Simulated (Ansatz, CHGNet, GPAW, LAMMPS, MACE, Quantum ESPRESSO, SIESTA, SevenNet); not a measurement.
# Liquid 50SiO2-23Al2O3-12ZnO-12Li2O-4CoO (mol %) at 3000 K (86 atoms) in other programs, against a plane-wave reference

Wanted: errors and costs of other methods on liquid 50SiO2-23Al2O3-12ZnO-12Li2O-4CoO (mol %) at 3000 K (86 atoms). A plane-wave run serves as the reference.

Main program and level: Quantum ESPRESSO 7.5; Kohn-Sham DFT, PBE, SSSP efficiency 1.3.0 pseudopotentials, plane waves.

### 1. Set-up

The cell holds 86 atoms: 13 Si, 12 Al, 3 Zn, 6 Li, 1 Co and 51 O. Its edges and angles: a = 10.730 Å, b = 10.730 Å, c = 10.730 Å, α = 90.0°, β = 90.0°, γ = 90.0°. 86 atoms (13 Si, 12 Al, 3 Zn, 6 Li, 1 Co, 51 O) placed at random at 2.77 g/cm³, melted at 4000 K for 10 ps at fixed volume with the Morse and Coulomb pair potential with partial charges (Pedone, Malavasi, Menziani, Cormack and Segre, J. Phys. Chem. B 110, 11780 (2006)). Snapshot at the end of a hold of 10 ps at 3000 K and zero pressure.

### 2. Reference: Quantum ESPRESSO, plane waves

The input, pw.in:

```
&control
  calculation = 'scf'
  pseudo_dir = './pseudo'
  outdir = './tmp'
  disk_io = 'none'
  tprnfor = .true.
  tstress = .true.
/
&system
  ibrav = 0
  nat = 86
  ntyp = 6
  ecutwfc = 60
  ecutrho = 480
  nosym = .true.
  occupations = 'smearing'
  smearing = 'fd'
  degauss = 0.003675
  nspin = 2
  starting_magnetization(5) = -0.5
/
&electrons
  conv_thr = 4.3e-07
  electron_maxstep = 100
  mixing_beta = 0.2
  mixing_mode = 'local-TF'
  diagonalization = 'david'
/
ATOMIC_SPECIES
Si 28.085 Si.upf
Al 26.982 Al.upf
Zn 65.380 Zn.upf
Li 6.940 Li.upf
Co2 58.933 Co.upf
O 15.999 O.upf
CELL_PARAMETERS angstrom
10.72952 0.00000 0.00000
0.00000 10.72952 0.00000
0.00000 0.00000 10.72952
ATOMIC_POSITIONS crystal
Si 0.56172 0.49446 0.66029
Si 0.10349 0.09927 0.47443
Si 0.36254 0.03412 0.10897
Si 0.89296 0.14475 0.67952
Si 0.62352 0.37700 0.92465
Si 0.25430 0.34696 0.41359
Si 0.78417 0.87359 0.08673
Si 0.06737 0.74070 0.44831
Si 0.35599 0.93169 0.86212
Si 0.79753 0.39340 0.50674
Si 0.11508 0.42466 0.17600
Si 0.58753 0.99020 0.27222
[... 70 atom lines left out ...]
O 0.83984 0.53912 0.52058
O 0.48721 0.90655 0.38493
O 0.66437 0.91508 0.18263
O 0.22401 0.01005 0.08865
K_POINTS gamma
```

Launch:

```console
$ OMP_NUM_THREADS=1 pw.x -in pw.in > output.txt
```

The log of the run:

```text
Program PWSCF
     gamma-point specific algorithms are used
     sticks:   dense  smooth     PW     G-vecs:    dense   smooth      PW
     Sum       15685    7825   1941              1480425   523155   65117
     bravais-lattice index     =            0
     lattice parameter (alat)  =      20.2759  a.u.
     unit-cell volume          =    8335.6118 (a.u.)^3
     number of atoms/cell      =           86
     number of atomic types    =            6
     number of electrons       =       489.00
     number of Kohn-Sham states=          294
     kinetic-energy cutoff     =      60.0000  Ry
     charge density cutoff     =     480.0000  Ry
     scf convergence threshold =      4.3E-07
     mixing beta               =       0.2000
[... lines left out ...]
     number of k points=     1  Fermi-Dirac smearing, width (Ry)=  0.0037
[... lines left out ...]
     total energy              =   -4524.43273036 Ry
[... lines left out ...]
     total energy              =   -4524.16274789 Ry
[... lines left out ...]
     total energy              =   -4522.43243026 Ry
[... lines left out ...]
     total energy              =   -4522.47537672 Ry
[... lines left out ...]
     total energy              =   -4522.47537744 Ry
[... lines left out ...]
  -122.7899-122.1678-121.9623 -93.2690 -77.0541 -76.9678 -76.8856 -76.4802
[...]
9.1284   9.2337   9.2693   9.3589   9.4916   9.5327   9.5884   9.6641
     9.7351   9.7776   9.8457   9.8855   9.9191  10.0450  10.1094  10.1761
    10.2062  10.2886  10.3330  10.3967  10.4890  10.5408
     the Fermi energy is     3.7878 ev
!    total energy              =   -4522.47537748 Ry
     estimated scf accuracy    <       0.00000043 Ry
     smearing contrib. (-TS)   =      -0.00457204 Ry
     internal energy E=F+TS    =   -4522.47080544 Ry
     The total energy is F=E-TS. E is the sum of the following terms:
     one-electron contribution =   -3315.26825965 Ry
     hartree contribution      =    1873.53697409 Ry
     xc contribution           =    -677.64285618 Ry
     ewald contribution        =   -1502.10859713 Ry
     one-center paw contrib.   =    -900.98806658 Ry
     total magnetization       =    -3.31 Bohr mag/cell
     absolute magnetization    =     3.41 Bohr mag/cell
     convergence has been achieved in  36 iterations
     Forces acting on atoms (cartesian axes, Ry/au):
     atom    1 type  1   force =     0.63636218    0.11352019   -0.00644993
     atom    2 type  1   force =    -0.19824997    0.16247308   -0.06319632
     atom    3 type  1   force =     0.03109399    0.17786521   -0.15285862
[...]
atom   85 type  6   force =     0.02114446   -0.06919254   -0.07316109
     atom   86 type  6   force =    -0.12260963   -0.03035662    0.02269706
     Total force =     2.206720     Total SCF correction =     0.002119
     Computing stress (Cartesian axis) and pressure
          total   stress  (Ry/bohr**3)                   (kbar)     P=       44.83
   0.00079440  -0.00003354   0.00002374          116.86       -4.93        3.49
  -0.00003354   0.00026641   0.00026859           -4.93       39.19       39.51
   0.00002374   0.00026859  -0.00014657            3.49       39.51      -21.56
     Message from routine punch:
     Nothing written, as per user request (disk_io='none')
```

Run time: 64 min. Hardware: 1 thread of Arm Neoverse V1, shared host; peak memory 3.9 GiB.

Banners, paths, timers and routine set-up lines are dropped from the logs unmarked, and long logs keep their key lines alone; longer cuts are marked.

Numbers from this run:

* r.m.s. force component: 3.532 eV/Å
* longest force: 18.55 eV/Å
* pressure: 4.483 GPa

### 3. Local order

g(r), total and by pair (bins of 0.2 Å):

```
r (Å)  total   O-O  O-Si  O-Al  O-Li  O-Zn  O-Co
 1.30   0.15  0.00  0.81  0.00  0.00  0.00  0.00
 1.50   1.04  0.00  4.82  1.06  0.00  0.00  0.00
 1.70   2.00  0.00  6.54  5.04  0.00  0.00  0.00
 1.90   1.12  0.00  1.50  3.62  1.30  3.52  0.00
 2.10   0.61  0.00  0.35  1.64  1.85  1.43  4.38
 2.30   0.52  0.47  0.00  0.49  1.85  1.14  1.78
 2.50   0.95  2.21  0.00  0.65  0.24  0.00  0.00
 2.70   0.97  1.92  0.10  0.00  0.22  0.90  4.09
 2.90   1.19  2.21  0.27  0.19  0.57  1.56  0.00
 3.10   0.94  0.99  0.46  0.50  0.99  0.32  0.00
 3.30   0.90  0.70  0.88  0.90  0.59  0.59  1.79
 3.50   0.93  0.90  0.48  1.00  1.06  1.07  0.78
 3.70   0.96  0.63  1.42  1.07  0.95  1.66  0.00
 3.90   0.80  0.55  0.93  1.20  1.36  1.07  0.66
 4.10   1.13  0.81  1.59  1.43  1.42  0.58  1.15
 4.30   1.11  0.98  1.31  1.35  1.38  1.23  0.51
 4.50   1.13  0.88  1.43  1.56  0.87  1.10  0.95
 4.70   1.10  1.09  0.94  1.10  1.39  1.59  1.30
 4.90   1.04  1.14  0.93  0.86  1.14  1.33  2.84
 5.10   0.96  1.17  0.66  0.59  0.98  0.98  1.12
 5.30   0.97  1.27  0.74  0.77  0.97  0.57  0.69
```

Bonds by pair of elements; cutoffs follow the first minimum of g(r), held within bounds set by covalent radii, and pairs that aren't listed don't count as bonded (cutoffs were set anew for this text, so counts can differ from the run's own analysis):

```
pair A-B  cutoff (Å)  bonds  mean length (Å)  spread (Å)  shortest (Å)  B about A  A about B
    O-Si        2.16     51             1.66       0.153          1.35          1       3.92
    O-Al        2.38     49             1.85       0.196          1.48      0.961       4.08
    O-Li        2.52     14             2.14       0.152          1.85      0.275       2.33
    O-Zn        2.27      6             1.98       0.117          1.80      0.118          2
    O-Co        2.27      2             2.10       0.032          2.07      0.039          2
```

How many atoms have how many bonded neighbours:

```
element  mean  1   2   3   4  5
     Al  4.08  0   0   0  11  1
     Co     2  0   1   0   0  0
     Li  2.33  1   3   1   1  0
      O  2.39  1  30  19   1  0
     Si  3.92  0   0   1  12  0
     Zn     2  1   1   1   0  0
```

Oxygen atoms by the number of network formers (Si, P, Ge, B, Al, As, Ga) bound to them:

```
network formers bound to O  O atoms  per cent
                         0        0         0
                         1        8      15.7
                         2       37      72.5
                         3        6      11.8
```

Network units: each former by its oxygen neighbours and how many of them bridge to another former:

```
former  O neighbours  bridging O  atoms
    Si             3           3      1
    Si             4           3      6
    Si             4           4      6
    Al             4           3      2
    Al             4           4      9
    Al             5           5      1
```

Rings of the network by King's shortest-path rule, up to 12 atoms, one path for each pair of neighbours; H, halogens, alkali and alkaline-earth atoms are left out, and the last column divides by all other atoms, bonded or not:

```
ring size (atoms)  rings  per network atom
                4      2             0.025
                6      6             0.075
                8      9             0.112
               10     14             0.175
               12     17             0.212
```

### 4. What was run beside it

The programs:
- CHGNet: machine-learned potential, published weights.
- MACE: machine-learned potential, published weights.
- SevenNet: machine-learned potential, published weights.

All use the same cell and atoms; the electronic-structure runs use the same k-mesh, and an electronic temperature of 580 K (0.05 eV) where levels are smeared.

Differences are against the plane-wave reference, forces as r.m.s. over components; share is that over the reference's r.m.s. force, slope the least-squares factor from reference forces to these. Total energies of different programs have different zeros and aren't compared.

```
                         run  Δ force, r.m.s. (meV/Å)  share (%)  slope  Δ pressure (GPa)  cores  CPU time  memory (GiB)
                   reference                        -          -      -                 -      1    64 min           3.9
     CHGNet r2SCAN potential                      519       14.7  0.889             -4.81      1     5.2 s           1.1
MACE MP-0b3 medium potential                      225       6.36  0.968            -0.130      1      10 s          0.98
     SevenNet l3i5 potential                      206       5.84  0.965            -0.447      1      12 s           1.4
```

Times of the machine-learned potentials are mostly Python's start and the loading of weights.

CPU time is summed over cores on a shared host, where runs went side by side, so it is rough. Symmetry, cutoffs, thresholds, outputs and thread counts weren't matched or tuned between programs; memory under MPI is the largest rank's times the ranks.

Runs without a result: GPAW PBE, LCAO dzp, h 0.18 Å (cut off at its time limit of 9.7 min); SIESTA PBE, SZP, shift 0.01 Ry, mesh 500 Ry (cut off at its time limit of 9.4 min, the SCF not settling).

### 5. What came out

```yaml
reference_r_m_s_force_component: 3.53 eV/Å
nearest_in_forces: SevenNet l3i5 potential, 5.8 %
farthest_in_forces: CHGNet r2SCAN potential, 15 %
```

Machine-learned potentials differ by 5.8 % (SevenNet l3i5 potential) to 15 % (CHGNet r2SCAN potential); they were trained on other programs' data, some at another functional, the PBE(+U) sets with a Hubbard term on some transition metals in oxides and fluorides. In the reference: levels near the Fermi energy are neither full nor empty under the smearing, so no gap is quoted. In the reference: By these cutoffs 92 % of Al atoms have 4, all Co atoms have 2, 50 % of Li atoms have 2 and 59 % of O atoms have 2 bonded neighbours. The reference's pressure holds the uncorrected Pulay stress of its 60 Ry basis, so small pressure differences, and their order, may be the reference's own error. The frame stands for 3000 K, but pressures are static and levels are smeared at 580 K, under the temperature of the frame, which matters where levels are partly filled. Machine-learned potentials mimic data converged in k, so the reference's own k-point error enters their differences. The network of bonds at the start is that of the classical potential that made the cell, and needn't be the one that DFT or experiment would give. The reference's stress is far from hydrostatic: its diagonal is 11.7, 3.9, -2.2 GPa, compression counted positive. The electronic-structure runs sample only Γ, in a cell whose shortest periodic width is 11 Å, which is coarse for a cell with partly filled levels.

[Also dropped from logs without a mark: logging warnings of Python, and SIESTA's first energy breakdown and zero terms.]

[Logs are printed without paths, hosts, clocks, repeated set-up lines and the standing remarks that a program may print on its own settings, such as how far it seeks lower states.]

[Hosts, paths, dates, database ids (printed as entryN), source tags and the programs' standing remarks are cut or masked in the printed files.]
